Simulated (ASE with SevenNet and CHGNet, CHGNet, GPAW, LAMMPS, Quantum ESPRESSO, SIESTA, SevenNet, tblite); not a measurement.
**Machine-learned potentials on amorphous Ge (75 atoms): settings against a plane-wave reference**

Wanted: machine-learned potentials inputs and outputs for amorphous Ge (75 atoms), checked against a plane-wave reference.

Method: the method is named at each step, in ASE with SevenNet and CHGNet.

## (1) The structure

The cell holds 75 atoms: 75 Ge. Cell: a = 12.122 Å, b = 12.122 Å, c = 12.122 Å, α = 90.0°, β = 90.0°, γ = 90.0°. 75 atoms (75 Ge) placed at random at 5.08 g/cm³, melted at 3500 K for 10 ps at fixed volume with the Tersoff potential (Tersoff, Phys. Rev. B 39, 5566 (1989)). Quenched from 3500 K to 700 K at 20 K/ps and fixed volume, held 5 ps.

The yardstick, on the same geometry:

```
method                 : Kohn-Sham DFT, PBE, SSSP efficiency 1.3.0 pseudopotentials, plane waves (Quantum ESPRESSO 7.5); sssp-pbe-1.3.0-efficiency, cutoffs 45/360 Ry, Γ point
r.m.s. force component : 0.55 eV/Å
longest force          : 1.906 eV/Å
pressure               : 1.698 GPa
time                   : 5.9 min on 4 MPI ranks of Arm Neoverse V2, shared host
CPU time               : 24 min
```

## (2) SevenNet l3i5 potential

Method: machine-learned interatomic potential SevenNet l3i5, trained on PBE(+U) plane-wave data.

File run.py:

```python
import numpy as np
from ase.io import read
import mlip  # loads the published weights by name

atoms = read("structure.xyz")
atoms.calc = mlip.calc("7net-l3i5")
energy = atoms.get_potential_energy()
forces = atoms.get_forces()
print(f"energy {energy:.6f} eV")
print("forces (eV/A)")
for i, (a, f) in enumerate(zip(atoms, forces)):
    print(f"{i:4d} {a.symbol:2s} {f[0]:10.5f} {f[1]:10.5f} {f[2]:10.5f}")
stress = -atoms.get_stress(voigt=False) * 160.21766
print("stress (GPa, compression positive)")
for row in stress:
    print(" ".join(f"{x:10.4f}" for x in row))
```

File structure.xyz:

```xyz
75
Lattice="12.12210 0.00000 0.00000 0.00000 12.12210 0.00000 0.00000 0.00000 12.12210" Properties=species:S:1:pos:R:3 pbc="T T T"
Ge 9.53803 9.85102 3.09441
Ge 10.96832 2.89597 5.63896
Ge 7.95028 0.98735 11.11063
Ge 10.24669 12.03906 1.45441
Ge 8.70767 1.67952 7.73960
Ge 3.80755 5.46937 0.99316
Ge 8.81083 11.13088 9.84024
Ge 6.74498 7.44212 5.29954
Ge 5.04061 0.64005 0.94237
Ge 7.58504 1.50363 3.66451
Ge 3.88756 4.87114 3.47092
Ge 1.90038 9.77744 0.92067
Ge 10.95826 2.30817 0.80345
Ge 11.98464 5.06340 8.81374
Ge 5.52525 0.83485 4.93624
Ge 8.04495 4.09412 7.83039
Ge 2.73766 9.35656 7.10767
Ge 3.72924 8.54657 3.63796
Ge 5.79000 7.27096 10.18523
Ge 3.76658 0.75315 3.17066
Ge 4.53415 10.35252 0.35203
Ge 4.22176 5.55253 9.08551
Ge 10.25130 9.26056 6.76086
Ge 1.36665 11.43381 6.85093
Ge 1.83698 7.41376 0.49725
Ge 10.97923 1.26979 9.05703
Ge 5.68684 5.20450 4.96206
Ge 4.96945 9.10539 5.64393
Ge 0.57544 1.47017 10.98190
Ge 6.41332 0.81315 8.95435
Ge 1.63842 8.23369 10.17868
Ge 0.11019 2.93488 7.68650
Ge 10.51180 6.58521 4.41305
Ge 9.63513 2.68129 10.79521
Ge 9.34432 8.83253 11.15379
Ge 7.98955 8.28776 7.35593
Ge 1.43295 7.36587 6.21209
Ge 5.51750 4.32529 7.30708
Ge 12.00694 5.70042 0.52125
Ge 0.09734 11.16276 12.03894
Ge 2.49024 1.62072 7.59159
Ge 11.27525 10.92601 8.50499
Ge 8.80658 10.59593 5.33663
Ge 9.88181 6.27755 11.90790
Ge 11.09912 6.65140 7.00160
Ge 5.04073 1.89468 6.98972
Ge 2.47776 2.78905 3.59735
Ge 11.19646 0.55701 3.61505
Ge 9.38105 0.96953 5.37748
Ge 8.11526 5.67169 1.68631
Ge 1.05377 4.03339 11.10748
Ge 2.12343 6.52339 3.96332
Ge 0.73872 11.04360 4.50251
Ge 6.76413 10.48307 8.33891
Ge 8.53760 7.48928 3.30958
Ge 5.99595 6.47744 0.38973
[... 15 atom lines left out ...]
Ge 5.56477 8.55214 1.68218
Ge 5.21408 9.66071 10.27275
Ge 7.60298 4.13339 3.80101
Ge 9.46615 4.79926 5.77885
```

The run is started by

```bash
> OMP_NUM_THREADS=1 python run.py > output.txt
```

What it wrote:

```text
energy -328.466736 eV
forces (eV/A)
   0 Ge    0.19475   -0.25370   -0.18291
   1 Ge    0.41248   -0.12103   -0.48186
   2 Ge   -0.24680    0.20834   -1.08514
   3 Ge    0.16441   -0.50795   -0.46460
   4 Ge   -0.16070   -0.24259    0.41253
   5 Ge   -0.21445    0.26345   -0.42214
   6 Ge    0.15834   -0.30705   -0.33999
   7 Ge    0.35420   -0.10805   -0.24215
   8 Ge   -0.16391   -0.25244   -0.04999
   9 Ge    0.01636    0.58985   -0.15064
  10 Ge   -0.96310   -0.41151   -0.45655
  11 Ge    0.48056    0.96292   -0.27075
  12 Ge    0.41832    0.21280    0.01521
  13 Ge    0.17746   -0.03586    0.80960
  14 Ge    0.16930    0.36087   -0.99237
  15 Ge   -0.48472    0.03659   -0.64105
  16 Ge    0.49868    0.01969   -0.33101
  17 Ge    0.52949   -0.18089   -0.61070
  18 Ge   -0.03185   -0.36762   -0.19121
  19 Ge   -0.01417   -0.24685   -0.38303
  20 Ge   -0.67482    0.30511    0.38956
  21 Ge    0.39546    0.00991    0.10362
  22 Ge    0.00905   -0.03845    1.06385
  23 Ge    0.00590    0.51263    0.37628
[...]
67 Ge    0.42953   -0.45767    0.10846
  68 Ge   -0.08389   -0.01403    0.85117
  69 Ge    0.40463    0.18898    0.03606
  70 Ge   -0.18236    0.03818    0.00279
  71 Ge    0.13499    0.13887    0.39167
  72 Ge    0.13738   -0.01348   -0.90427
  73 Ge    0.62544   -0.07370   -0.04810
  74 Ge   -1.00260   -0.27486   -0.16268
stress (GPa, compression positive)
    0.5323     0.0696     0.6798
    0.0696     0.9852    -0.6218
    0.6798    -0.6218     1.4223
```

Run time: 7.9 s. Hardware: 1 thread of Arm Neoverse V2, shared host; peak memory 1 GiB.

Banners, paths, timers and routine set-up lines are dropped from the logs unmarked, and long logs keep their key lines alone; longer cuts are marked.

Numbers from this run, and their distance from the reference:

```yaml
r_m_s_force_component: 0.4409 eV/Å
r_m_s_difference_of_force_components: 197.5 meV/Å
longest_difference_of_force_vectors: 786.2 meV/Å
force_difference_over_r_m_s_force: 35.9 %
slope_of_forces_against_the_reference_s: 0.7568
correlation_of_force_components: 0.9441
pressure: 0.9799 GPa
pressure_difference: -0.7181 GPa
```

The surroundings of Ge62, which bears the longest force, nearest first, numbered as they follow in the input and with coordinates relative to it.

| atom | x | y | z | distance (Å) | bonds | Fx | Fy | Fz (eV/Å) |
| --- | --- | --- | --- | --- | --- | --- | --- | --- |
| Ge62 | 0.00 | 0.00 | 0.00 | 0.00 | 5 | -0.37 | -0.53 | 1.48 |
| Ge3 | 0.38 | 0.64 | -2.23 | 2.35 | 4 | -0.25 | 0.21 | -1.09 |
| Ge9 | -2.53 | 0.30 | -0.27 | 2.56 | 4 | -0.16 | -0.25 | -0.05 |
| Ge71 | 0.33 | -2.65 | -0.06 | 2.67 | 4 | -0.18 | 0.04 | 0.00 |
| Ge10 | 0.02 | 1.16 | 2.45 | 2.71 | 4 | 0.02 | 0.59 | -0.15 |
| Ge4 | 2.68 | -0.43 | 0.24 | 2.72 | 5 | 0.16 | -0.51 | -0.46 |
| Ge1 | 1.97 | -2.61 | 1.88 | 3.77 | 5 | 0.19 | -0.25 | -0.18 |
| Ge21 | -3.03 | -2.11 | -0.86 | 3.80 | 4 | -0.67 | 0.31 | 0.39 |
| Ge13 | 3.39 | 1.97 | -0.41 | 3.94 | 4 | 0.42 | 0.21 | 0.02 |
| Ge7 | 1.24 | -1.33 | -3.50 | 3.94 | 4 | 0.16 | -0.31 | -0.34 |
| Ge34 | 2.07 | 2.34 | -2.54 | 4.03 | 4 | 0.20 | 0.48 | 0.11 |
| Ge66 | -2.94 | 1.31 | -2.56 | 4.12 | 4 | 0.18 | 0.56 | 0.42 |

Atoms are counted from 1 here, from 0 in the log.

Forces lie 36 % from the reference's, at 0.0056 times its CPU time (on 1 against 4 cores).

## (3) SevenNet 0 potential

Method: machine-learned interatomic potential SevenNet 0, trained on PBE(+U) plane-wave data.

Changes to run.py since step 2:

```diff
@@ -5,3 +5,3 @@
 atoms = read("structure.xyz")
-atoms.calc = mlip.calc("7net-l3i5")
+atoms.calc = mlip.calc("7net-0")
 energy = atoms.get_potential_energy()
```

structure.xyz is that of step 2.

What it wrote:

```text
energy -329.842865 eV
forces (eV/A)
   0 Ge    0.14000   -0.27791   -0.08752
   1 Ge    0.24647    0.07467   -0.58349
   2 Ge   -0.15829    0.23807   -0.98211
   3 Ge    0.23507   -0.31216   -0.42004
   4 Ge   -0.16324   -0.06544    0.24216
   5 Ge    0.01064    0.24666   -0.43439
   6 Ge    0.15457   -0.33861   -0.29288
   7 Ge    0.34098   -0.07513   -0.21930
   8 Ge   -0.09784   -0.23298   -0.06171
   9 Ge    0.06072    0.59653   -0.08575
  10 Ge   -1.05120   -0.46000   -0.64179
  11 Ge    0.31000    0.64356   -0.30997
  12 Ge    0.44593    0.14944   -0.08637
  13 Ge   -0.08105   -0.05984    0.76392
  14 Ge    0.11946    0.40365   -1.00490
  15 Ge   -0.17733   -0.10510   -0.59750
  16 Ge    0.51403    0.01500   -0.42109
  17 Ge    0.31066   -0.22963   -0.67472
  18 Ge   -0.10384   -0.33221   -0.07224
  19 Ge   -0.02240   -0.20945   -0.27704
  20 Ge   -0.44328    0.15906    0.37881
  21 Ge    0.35367   -0.12644    0.11829
  22 Ge    0.25455    0.06533    0.95094
  23 Ge    0.00073    0.43046    0.39283
[...]
67 Ge    0.28701   -0.47791    0.13708
  68 Ge   -0.26601   -0.05642    0.88289
  69 Ge    0.32903    0.15365    0.04395
  70 Ge   -0.17984   -0.03437   -0.18553
  71 Ge    0.19622    0.14459    0.35147
  72 Ge    0.18880   -0.01466   -0.83280
  73 Ge    0.53333   -0.11564   -0.07700
  74 Ge   -0.83579   -0.22502   -0.03673
stress (GPa, compression positive)
    0.6479     0.0467     0.7922
    0.0467     0.8195    -0.5391
    0.7922    -0.5391     1.5619
```

The job ended after 6.5 s (1 thread; peak memory 0.72 GiB).

Compared with the plane-wave run:

| Quantity | Value |
| --- | --- |
| r.m.s. force component | 0.4173 eV/Å |
| r.m.s. difference of force components | 218.8 meV/Å |
| longest difference of force vectors | 858.3 meV/Å |
| force difference over r.m.s. force | 39.79 % |
| slope of forces against the reference's | 0.7087 |
| correlation of force components | 0.934 |
| pressure | 1.01 GPa |
| pressure difference | -0.6882 GPa |

Against the first run (36 %), the force difference from the reference is 40 %, at 0.83 times the CPU time.

## (4) CHGNet r2SCAN potential

Method: machine-learned interatomic potential CHGNet r2SCAN, trained on r2SCAN plane-wave data.

Changes to run.py since step 3:

```diff
@@ -5,3 +5,3 @@
 atoms = read("structure.xyz")
-atoms.calc = mlip.calc("7net-0")
+atoms.calc = mlip.calc("chgnet-r2scan")
 energy = atoms.get_potential_energy()
```

structure.xyz is that of step 3.

What it wrote:

```text
CHGNet vr2scan initialized with 412,525 parameters
CHGNet will run on cpu
energy -1024.888184 eV
forces (eV/A)
   0 Ge   -0.17471   -0.19038   -0.13766
   1 Ge    0.14085    0.16848   -0.12285
   2 Ge    0.06068    0.06832   -0.40450
   3 Ge    0.41664    0.03678   -0.04176
   4 Ge   -0.16022    0.09930    0.12456
   5 Ge    0.10391    0.28627   -0.21327
   6 Ge    0.02436   -0.16071   -0.05304
   7 Ge    0.00302   -0.10730   -0.00833
   8 Ge   -0.02745   -0.24763   -0.09186
   9 Ge   -0.05709    0.34310    0.08861
  10 Ge   -0.52328   -0.20626   -0.07064
  11 Ge    0.20123    0.26977   -0.06682
  12 Ge   -0.02478   -0.05447   -0.07066
  13 Ge    0.20647   -0.19628    0.26178
  14 Ge    0.05008    0.08533   -0.30943
  15 Ge   -0.05654   -0.16923   -0.22167
  16 Ge    0.07547    0.21269   -0.07181
  17 Ge    0.19824    0.12726   -0.11063
  18 Ge    0.07291   -0.17425    0.23024
  19 Ge   -0.00669    0.10756   -0.09860
  20 Ge   -0.22354   -0.09295    0.08710
  21 Ge   -0.03143   -0.11360    0.02505
  22 Ge   -0.10981    0.13828    0.22686
  23 Ge   -0.08607   -0.07153   -0.01639
[...]
67 Ge    0.02021    0.06190    0.04149
  68 Ge   -0.03597    0.03584    0.20887
  69 Ge    0.24812   -0.19605   -0.13943
  70 Ge    0.06656    0.06867    0.11713
  71 Ge    0.09727    0.17415   -0.04049
  72 Ge   -0.20585   -0.12500   -0.18655
  73 Ge    0.15303   -0.08143    0.34011
  74 Ge   -0.32099   -0.20030   -0.35018
stress (GPa, compression positive)
   -1.4142     0.2350     0.2188
    0.2350    -1.2268    -0.3721
    0.2188    -0.3721    -1.2047
```

Wall time 3.1 s (1 thread); peak memory 0.67 GiB.

Numbers from this run, and their distance from the reference:

- r.m.s. force component: 0.1733 eV/Å
- r.m.s. difference of force components: 450.8 meV/Å
- longest difference of force vectors: 1489 meV/Å
- force difference over r.m.s. force: 81.97 %
- slope of forces against the reference's: 0.2137
- correlation of force components: 0.6782
- pressure: -1.282 GPa
- pressure difference: -2.98 GPa

Against the first run (36 %), the force difference from the reference is 82 %, at 0.40 times the CPU time; this potential was trained at another functional than the reference's, which explains only part of so large a difference.

## (5) Side by side

Differences are against the plane-wave reference, forces as r.m.s. over components; share is that over the reference's r.m.s. force, slope the least-squares factor from reference forces to these. Total energies of different programs have different zeros and aren't compared.

| run | Δ force, r.m.s. (meV/Å) | share (%) | slope | Δ pressure (GPa) | cores | CPU time | memory (GiB) |
| --- | --- | --- | --- | --- | --- | --- | --- |
| reference | - | - | - | - | 4 | 24 min | 5.7 |
| SevenNet l3i5 potential | 197 | 35.9 | 0.757 | -0.718 | 1 | 7.9 s | 1.0 |
| SevenNet 0 potential | 219 | 39.8 | 0.709 | -0.688 | 1 | 6.5 s | 0.72 |
| CHGNet r2SCAN potential | 451 | 82.0 | 0.214 | -2.98 | 1 | 3.1 s | 0.67 |

Times of the machine-learned potentials are mostly Python's start and the loading of weights.

CPU time is summed over cores on a shared host, where runs went side by side, so it is rough. Symmetry, cutoffs, thresholds, outputs and thread counts weren't matched or tuned between programs; memory under MPI is the largest rank's times the ranks.

## (6) What came out

```
nearest in forces : SevenNet l3i5 potential, 36 %
its CPU time      : 7.9 s
```

What this shows: Machine-learned potentials differ by 36 % (SevenNet l3i5 potential) to 82 % (CHGNet r2SCAN potential); they were trained on other programs' data, some at another functional. Among those trained on PBE data the slope goes as low as 0.71, which softening far from their training structures can give, though the reference's k-sampling is untested too. The reference's pressure holds the uncorrected Pulay stress of its 45 Ry basis, so small pressure differences, and their order, may be the reference's own error. Machine-learned potentials mimic data converged in k, so the reference's own k-point error enters their differences. The quench rate of 20 K/ps is many orders above laboratory rates, so the cell is likely richer in defects and strain than a real sample. The network of bonds at the start is that of the classical potential that made the cell, and needn't be the one that DFT or experiment would give. The electronic-structure runs sample only Γ, in a cell whose shortest periodic width is 12 Å, which is coarse for a cell with partly filled levels.

[Also dropped from logs without a mark: logging warnings of Python, and SIESTA's first energy breakdown and zero terms.]

[Logs are printed without paths, hosts, clocks, repeated set-up lines and the standing remarks that a program may print on its own settings, such as how far it seeks lower states.]

[Hosts, paths, dates, database ids (printed as entryN), source tags and the programs' standing remarks are cut or masked in the printed files.]
